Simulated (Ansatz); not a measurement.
# From r2SCAN to G0W0: Ga2O3 (C2/m)

How far does one-shot GW move the r2SCAN gap of Ga2O3 (C2/m)?

Main program and level: Ansatz 0.2.0; r2SCAN, then G0W0 on it, plane waves, PAW.

**What was measured.**

- Gap 4.65 eV: direct optical gap from Tauc extrapolation, as-deposited; optical transmittance, Tauc plot; film (polycrystalline sputtered film, about 164 nm, on sapphire, not annealed) on Al2O3 (0006) (“Effects of Post Annealing on Electrical Performance of Polycrystalline Ga2O3 Photodetector on Sapphire”, 2020, pmc:7206477).

- Gap 4.5 eV: optical absorption edge from ellipsometry; spectroscopic ellipsometry; film (oxidised 75 nm GaSe layer, annealed at 800 C in oxygen) on Al2O3 (“Thin Ga2O3 Layers by Thermal Oxidation of van der Waals GaSe Nanostructures for Ultraviolet Photon Sensing”, 2024, pmc:11320379).

- Gap 4.88 eV: optical direct gap from Tauc plot; optical transmission, Tauc plot; film (as-deposited 50 nm PLD film, (-201) oriented) on c-plane sapphire (“beta-phase (AlxGa1-x)2O3 thin film with Al composition more than 70%”, 2020, arxiv:2005.05799).

- Gap 4.89 eV: direct optical gap from Tauc plot, N2-annealed; optical transmittance, Tauc extrapolation; film (RF-sputtered polycrystalline film, 120 nm, annealed at 800 C for 40 min in N2) on 4H-SiC (“Influence of Annealing Atmosphere on the Characteristics of Ga2O3/4H-SiC n-n Heterojunction Diodes”, 2020, pmc:7013600).

- Gap 4.6 eV: optical gap, direct-transition analysis, x = 0.0; diffuse reflectance, Tauc plot; 300 K; powder (solid-state synthesised powder, 1400 C in air) (“Photoelectric Studies as the Key to Understanding the Nonradiative Processes in Chromium Activated NIR Materials”, 2024, pmc:11328124).

This is a selection; 6 further reports are not listed.

Report form: the programs' logs are mostly left out.

### 1. The structure

The structure is monoclinic, space group C2/m (No. 12). Conventional cell: a = 12.214 Å, b = 3.037 Å, c = 5.798 Å, α = 90.00°, β = 103.83°, γ = 90.00°. Nearest to Ga lie 4 O at 1.83 to 1.86 Å. Nearest to Ga lie 6 O at 1.94 to 2.07 Å. Nearest to O lie 3 Ga at 1.83 to 1.94 Å. Nearest to O lie 4 Ga at 1.86 to 2.07 Å. O has 3 Ga at 1.83 to 1.94 Å nearest. Farther neighbours and most contacts between anions are not listed.

The cell and positions come from the Crystallography Open Database and are kept as given unless a step says otherwise. The default PAW set here is soft_2. Its files were made with PBE.

### 2. The r2SCAN band structure

Levels along a band path and on the mesh show where this functional puts the band edges.

This step: DFT, r2SCAN, plane waves, PAW.

Input file input.yaml:

```yaml
crystal:
  lattice:
    - [6.107, -1.51855, 0.0]
    - [6.107, 1.51855, 0.0]
    - [-1.3859888959, 0.0, 5.630008738]
  atoms:
    - { symbol: Ga, position: [0.0905, 0.0905, 0.7946] }
    - { symbol: Ga, position: [0.9095, 0.9095, 0.2054] }
    - { symbol: Ga, position: [0.65866, 0.65866, 0.31402] }
    - { symbol: Ga, position: [0.34134, 0.34134, 0.68598] }
    - { symbol: O, position: [0.1645, 0.1645, 0.1098] }
    - { symbol: O, position: [0.8355, 0.8355, 0.8902] }
    - { symbol: O, position: [0.1733, 0.1733, 0.5632] }
    - { symbol: O, position: [0.8267, 0.8267, 0.4368] }
    - { symbol: O, position: [0.4959, 0.4959, 0.2566] }
    - { symbol: O, position: [0.5041, 0.5041, 0.7434] }
kpoints:
  mp_grid: { grid: [8, 8, 4] }
  band_path:
    path:
      - [[0.0, 0.0, 0.0], [-0.2663944, 0.2663944, 0.0]]
      - [[-0.7336056, -0.2663944, 0.0], [-0.5, -0.5, 0.0], [0.0, 0.0, 0.0], [-0.5, -0.5, 0.5], [-0.74186107, -0.25813893, 0.5]]
      - [[-0.25813893, 0.25813893, 0.5], [0.0, 0.0, 0.5], [0.0, 0.0, 0.0]]
      - [[-0.5, 0.0, 0.5], [0.0, 0.0, 0.0], [-0.5, 0.0, 0.0]]
    npoints: 10
hamiltonian:
  xc: r2scan
scf:
  occupations: { method: fermi_dirac, width: 0.02 }
  n_extra_bands: 7
output:
  eigenvalues: true
  forces: true
  stress: true
  write_density: true
  write_potential: true
  elf: true
  volumetric_format: npy
```

Command:

```console
$ ansatz run input.yaml --threads 3 --pin off --max-ram 92160MiB --backend cuda --events-out ev --progress --plain --runs-dir out --devices 1 --max-vram 13GiB  # rebuilt from the run's record
```

Run time: 19 s. Hardware: 1 × NVIDIA H100 80GB HBM3 (shared by 6 runs) with 3 threads of AMD EPYC 7R13 (Zen 3), shared host; peak memory 1.2 GiB.

Numbers from this step:

```yaml
pressure: 1.257 GPa
filled_bands: 44
gap: 3.085 eV
valence_top_at: k = (-0.548, -0.452, 0.500)
conduction_bottom_at: Γ
least_direct_gap: 3.115 eV
```

Over mesh and path the gap is 3.085 eV, from k = (-0.548, -0.452, 0.500) to k = Γ. The least direct gap found is 3.115 eV, at k = Γ. On the 8×8×4 mesh alone the same run gives 3.095 eV, so that mesh misses an edge of r2SCAN: 3.095 − 3.085 = +0.010 eV.

The electronic bands at the labelled points (eV, zero at the top of the highest nominally filled band):

```
     point  band 41  band 42  band 43  band 44  band 45  band 46  band 47  band 48
         Γ    -0.66    -0.48    -0.28    -0.03     3.08     6.46     7.46     7.61
   halfway    -1.07    -0.72    -0.65    -0.06     5.60     7.12     7.92     8.76
         C    -0.83    -0.75    -0.49    -0.17     6.57     7.31     7.77     7.96
jump to C2    -0.83    -0.75    -0.49    -0.17     6.57     7.31     7.77     7.96
   halfway    -0.83    -0.57    -0.46    -0.13     6.11     6.21     7.56     8.22
        Y2    -0.67    -0.66    -0.42    -0.18     5.25     5.51     6.55     7.41
   halfway    -0.68    -0.65    -0.58    -0.10     3.91     6.26     7.02     7.54
         Γ    -0.66    -0.48    -0.28    -0.03     3.08     6.46     7.46     7.61
   halfway    -0.69    -0.59    -0.53    -0.09     4.28     6.43     7.31     7.56
        M2    -0.62    -0.60    -0.59    -0.01     5.92     6.03     7.04     7.36
   halfway    -0.89    -0.81    -0.64    -0.14     7.05     7.17     7.98     8.34
         D    -1.16    -0.92    -0.89    -0.65     7.76     7.84     8.50     8.93
jump to D2    -1.16    -0.92    -0.89    -0.65     7.76     7.84     8.50     8.93
   halfway    -1.11    -0.83    -0.43    -0.42     6.62     6.74     8.79     9.05
         A    -0.66    -0.62    -0.48    -0.31     5.48     5.59     7.54     8.06
   halfway    -0.64    -0.55    -0.48    -0.27     3.99     6.62     7.33     7.70
         Γ    -0.66    -0.48    -0.28    -0.03     3.08     6.46     7.46     7.61
jump to L2    -1.15    -1.08    -0.76    -0.68     7.74     7.77     8.67     8.88
   halfway    -1.03    -0.84    -0.44    -0.32     5.85     7.28     8.24     8.86
         Γ    -0.66    -0.48    -0.28    -0.03     3.08     6.46     7.46     7.61
   halfway    -1.05    -0.75    -0.54    -0.07     5.44     7.07     7.83     8.88
        V2    -0.75    -0.73    -0.46    -0.17     6.43     7.38     8.08     8.35
```

Valence density in the ac plane of the conventional cell at fractional y = 0.000, with atoms of Ga and O within 0.2 Å of it. It is the smooth field of the valence electrons, not physical close to the nuclei.

Ten steps, logarithmic in the rise over the least value, from '0' (0 e/Å³) to '9' (36 e/Å³), each cell a mean:
```
0012221000000000000000000014553100
0135420000000000122100000025653100
0379720000012111354210000025542000
1489621000256313565210000012321000
1255322211699523564200000001100000
0112245422697312442100000000000000
0001466521343101110000000001221000
0001455410110000000000000013542000
0001233100000000000001221135652100
0000111000000001222113663235642100
0000000000000002454227983123332321
0000111100000014664227962111126751
0001244310000014553113321000149961
0001466410000012331001100000147731
0002565310000001110000000000123210
0002443100000000000000000001332100
```
Columns run along a (12.2 Å), rows up along c (5.8 Å), edges of the conventional cell, whose origin can differ from the input's. Atoms in or near the plane, at fractional coordinates: Ga at (0.09, 0.79), Ga at (0.91, 0.21), Ga at (0.66, 0.31), Ga at (0.34, 0.69), O at (0.16, 0.11), O at (0.84, 0.89), O at (0.17, 0.56), O at (0.83, 0.44), O at (0.50, 0.26), O at (0.50, 0.74).

Electrostatic potential energy in the ac plane of the conventional cell at fractional y = 0.000, with atoms of Ga and O within 0.2 Å of it. With pseudopotentials it is smooth inside the atoms' cores, unlike the true potential.

Ten even steps from '0' (-34 eV) to '9' (15 eV), each cell a mean:
```
9876678999999999999999999995116999
8644468999988899999999999981006999
7544458999765688624899999982038999
7444458997544476101799999997689999
7444577886454465003899999999999999
8666631485444478458999999999999999
9888400276444689999999999999889999
9999400488767899999999888985238999
9999756899999999999987556860017999
9999999999999999988974444750037778
8999999999999998314754544785565457
8999998999999984002754445899754445
8999843799999984015864457998644445
9999400499999997579987789998644447
9998200699999999999999999999755568
9998425999999999999999999999767889
```
Columns run along a (12.2 Å; values clipped at the 3rd and 97th percentile), rows up along c (5.8 Å), edges of the conventional cell, whose origin can differ from the input's. Atoms in or near the plane, at fractional coordinates: Ga at (0.09, 0.79), Ga at (0.91, 0.21), Ga at (0.66, 0.31), Ga at (0.34, 0.69), O at (0.16, 0.11), O at (0.84, 0.89), O at (0.17, 0.56), O at (0.83, 0.44), O at (0.50, 0.26), O at (0.50, 0.74).

### 3. One-shot GW

G0W0 replaces the xc potential by a self-energy built once from the orbitals of the start. Levels are corrected in the window of bands that the input names, at points of the mesh.

This step: G0W0 on r2SCAN, plane waves, PAW.

input.yaml, the sections that differ from step 2:

```yaml
kpoints:
  mp_grid: { grid: [6, 6, 4] }
scf:
  occupations: { method: fixed }
gw:
  n_empty_bands: 572
  ecut_chi: 180.0
  qp_bands: [v3, c3]
  qp_kpoints: band_edges
  screening: { model: contour_deformation }
# crystal, hamiltonian: as in step 2
# output: removed
```

Wall time 8.7 min (1 × NVIDIA H100 80GB HBM3 (shared by 6 runs) with 3 threads); peak memory 5.3 GiB.

This step gave:

```yaml
bands_summed: 616
rpa_eps_infinity_on_this_mesh_eigenvalues: 3.451, 3.554, 3.584
plane_waves_in_the_screening_matrix: 577
q_points_in_the_mesh: 144
g0w0_gap_over_the_corrected_points: 4.667 eV
k_of_the_valence_top: -0.5, -0.5, -0.5
k_of_the_conduction_bottom: 0, 0, 0
starting_gap_on_the_mesh: 3.100 eV
z_at_the_valence_top: 0.7784
z_at_the_conduction_bottom: 0.8436
least_direct_g0w0_gap_over_the_corrected_points: 4.675 eV
```

Over 45 of 47 irreducible mesh points the G0W0 gap is 4.667 eV, from k = (-0.500, -0.500, -0.500) to k = Γ. The r2SCAN gap of this run on the mesh is 3.100 eV. The two states that bound the G0W0 gap lie that far apart at the start, so the correction of the gap is 4.667 − 3.100 = +1.567 eV. The start of this run differs from the step before in mesh (8×8×4 and 6×6×4).

Labels follow the order of the start: v1 is the top filled band, c1 the lowest empty one; levels that stay degenerate share a row, the window can cut a multiplet, doubted levels are not marked in this list, bands outside the window were not corrected, and the list may be a part of the corrected levels. The levels before and after the correction (eV, zero at the valence-band top of each column):

```
           conduction bottom  valence top
Kohn-Sham               3.10         0.00
     G0W0               4.67         0.00
```

```
                         level  occupation  energy (eV)
Kohn-Sham                 Γ v3           2       -0.468
Kohn-Sham                 Γ v2           2       -0.269
Kohn-Sham                 Γ v1           2       -0.016
Kohn-Sham                 Γ c1           0        3.100
Kohn-Sham                 Γ c2           0        6.473
Kohn-Sham                 Γ c3           0        7.478
Kohn-Sham  (-0.5 -0.5 -0.5) v3           2       -0.584
Kohn-Sham  (-0.5 -0.5 -0.5) v2           2       -0.576
Kohn-Sham  (-0.5 -0.5 -0.5) v1           2        0.000
Kohn-Sham  (-0.5 -0.5 -0.5) c1           0        5.933
Kohn-Sham  (-0.5 -0.5 -0.5) c2           0        6.046
Kohn-Sham  (-0.5 -0.5 -0.5) c3           0        7.054
     G0W0                 Γ v3           2       -0.486
     G0W0                 Γ v2           2       -0.250
     G0W0                 Γ v1           2       -0.008
     G0W0                 Γ c1           0        4.667
     G0W0                 Γ c2           0        8.288
     G0W0                 Γ c3           0        9.077
     G0W0  (-0.5 -0.5 -0.5) v3           2       -0.600
     G0W0  (-0.5 -0.5 -0.5) v2           2       -0.561
     G0W0  (-0.5 -0.5 -0.5) v1           2        0.000
     G0W0  (-0.5 -0.5 -0.5) c1           0        7.764
     G0W0  (-0.5 -0.5 -0.5) c2           0        7.861
     G0W0  (-0.5 -0.5 -0.5) c3           0        8.878
```

The parts of the quasiparticle energy for the two states that bound the G0W0 gap, in eV on the run's own scale (QP = start + Σx + Σc − Vxc, with Σc at the quasiparticle energy):

```
             edge                         k  band   start       Σx      Σc      Vxc      Z      QP
      valence top  (-0.500, -0.500, -0.500)    44   7.761  −27.220   4.556  −21.847  0.778   6.942
conduction bottom                         Γ    45  10.860  −11.819  −3.649  −16.217  0.844  11.609
```

### 4. Spin-orbit coupling

This run has two-component orbitals with spin-orbit coupling.

This step: DFT, r2SCAN with spin-orbit coupling, plane waves, PAW.

input.yaml, the sections that differ from step 3:

```yaml
kpoints:
  mp_grid: { grid: [8, 8, 4] }
  band_path:
    path:
      - [0.0, 0.0, 0.0]
      - [-0.2663944, 0.2663944, 0.0]
      - [-0.7336056, -0.2663944, 0.0]
      - [-0.5, -0.5, 0.0]
      - [-0.5, -0.5, 0.5]
      - [-0.74186107, -0.25813893, 0.5]
      - [-0.25813893, 0.25813893, 0.5]
      - [0.0, 0.0, 0.5]
      - [-0.548372214, -0.451627786, 0.5]
    npoints: 1
scf:
  occupations: { method: fixed }
  n_extra_bands: 14
magnetization:
  noncollinear: true
  spin_orbit: true
output:
  eigenvalues: true
  forces: true
  stress: true
# crystal, hamiltonian: as in step 3
# gw: removed
```

It took 17 s on 1 × NVIDIA H100 80GB HBM3 (shared by 6 runs) with 3 threads; peak memory 1.2 GiB.

Numbers from this step:

| Quantity | Value |
| --- | --- |
| pressure | 1.248 GPa |
| gap | 3.086 eV |
| valence top at | k = (-0.548, -0.452, 0.500) |
| conduction bottom at | Γ |
| least direct gap | 3.116 eV |

Over mesh and listed points the gap is 3.086 eV, from k = (-0.548, -0.452, 0.500) to k = Γ. The least direct gap found is 3.116 eV, at k = Γ. On the 8×8×4 mesh alone the same run gives 3.095 eV, so that mesh misses an edge of r2SCAN+SOC: 3.095 − 3.086 = +0.009 eV. r2SCAN+SOC against r2SCAN: 3.086 − 3.085 = +0.001 eV, with the same mesh, set of files (read in its fully relativistic form for the spin-orbit run) and cutoff, and both edges at the same k points. The spin-orbit run sees mesh and listed points alone, so its gap is an upper bound: the coupling can move an edge off these points, and the change over the zone, its sign included where it is small, is not known.

(Part 1 of 2 ends here.)

[Paths, hosts, dates, memory and timing lines, banners, echoed tables and standing remarks are left out of the program output.]

[Logs are printed without paths, hosts, clocks, repeated set-up lines and the standing remarks that a program may print on its own settings, such as how far it seeks lower states.]

[Runs of the session that timed out or met a known fault of the program may be left out.]

[Cells called generated may have been cut or substituted from an entry of the Crystallography Open Database or the Materials Project.]

[Hosts, paths, dates, database ids (printed as entryN), source tags and the programs' standing remarks are cut or masked in the printed files.]

[Where an RPA ε∞ is given, it is that of the G0W0 mesh and is not shown converged in it. Names of k-points follow the symmetry that the program found, which can be lower than the space group named. Band edges on a path are those of the sampled points; other points can move an edge, and change direct to indirect where valleys lie close.]

[Hybrid gaps are those of their k-mesh and are not shown converged in it.]
